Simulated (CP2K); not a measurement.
Consider 3-trifluoromethylpyrrole at its PBE geometry (Å).

```xyz
13

F     2.4248   -0.9624    0.9206
C     1.9012   -0.0322    0.0584
F     2.4302   -0.3368   -1.1698
F     2.4275    1.1989    0.3800
C     0.4203   -0.0137    0.0562
C    -0.4633   -1.0501    0.4752
C    -1.7476   -0.6092    0.2231
N    -1.6561    0.6492   -0.3385
C    -0.3453    1.0281   -0.4461
H    -0.1818   -1.9989    0.9166
H    -2.7087   -1.0752    0.4036
H    -2.4467    1.2189   -0.6147
H    -0.0545    1.9834   -0.8647
```

Method: CP2K XAS_TDP, all-electron GAPW, PBEh(45%), aug-cc-pVDZ, TDA, GW2X-corrected core level, no relativity.

**Question.** Predict the bright core excitations at the C K edge.

Leading lines: C2 296.03 eV, C5 287.88 eV, C6 288.12 eV, C7 288.43 eV and C9 288.20 eV. The leading line of an atom is its first one with 35 % of the strongest within 2.5 eV of its lowest line over the strength cut. Core ionisation energies at this level: C6 292.12, C7 292.86, C9 293.06, C2 299.70 and C5 292.02 eV.

The first six lines of each atom with a strength over 0.0015:

```tsv
atom	energy (eV)	states	strength, one atom	above the computed threshold
C2 (bonded to C and 3 F)	296.03	1	0.0612	
	296.66	1	0.0854	
	298.29	1	0.0107	
	298.51	1	0.0176	
	298.70	1	0.0086	
	299.46	1	0.0141	
C5 (bonded to 3 C)	287.88	1	0.0406	
	290.17	1	0.0024	
	291.58	1	0.0058	
	291.63	1	0.0016	
	292.24	1	0.0048	yes
	292.85	1	0.0029	yes
C6 (bonded to 2 C and H)	288.12	1	0.0515	
	290.30	1	0.0051	
	290.80	1	0.0047	
	291.58	1	0.0041	
	292.79	1	0.0100	yes
	292.88	1	0.0028	yes
C7 (bonded to C, N and H)	288.43	1	0.0515	
	290.49	1	0.0105	
	291.44	1	0.0036	
	291.96	1	0.0016	
	292.26	1	0.0033	
	292.56	1	0.0020	
C9 (bonded to C, N and H)	288.20	1	0.0526	
	290.75	1	0.0098	
	291.77	1	0.0050	
	292.51	1	0.0032	
	292.55	1	0.0023	
	293.56	1	0.0145	yes
```

Lines are vertical, at one geometry, with no vibrational structure. GW2X ionisation energies and lines can be off by 1 to 2 eV either way, and a good line position may hide errors that cancel. These values hold no scalar relativity, about 0.1 eV for C 1s. Rydberg lines, and the discretised continuum above threshold, depend on the basis and the box.

[Banner, clock and machine lines of the logs are left out without a mark of their own.]

[Logs are printed without paths, hosts, clocks, repeated set-up lines and the standing remarks that a program may print on its own settings, such as how far it seeks lower states.]

[Hosts, paths, dates, database ids (printed as entryN), source tags and the programs' standing remarks are cut or masked in the printed files.]
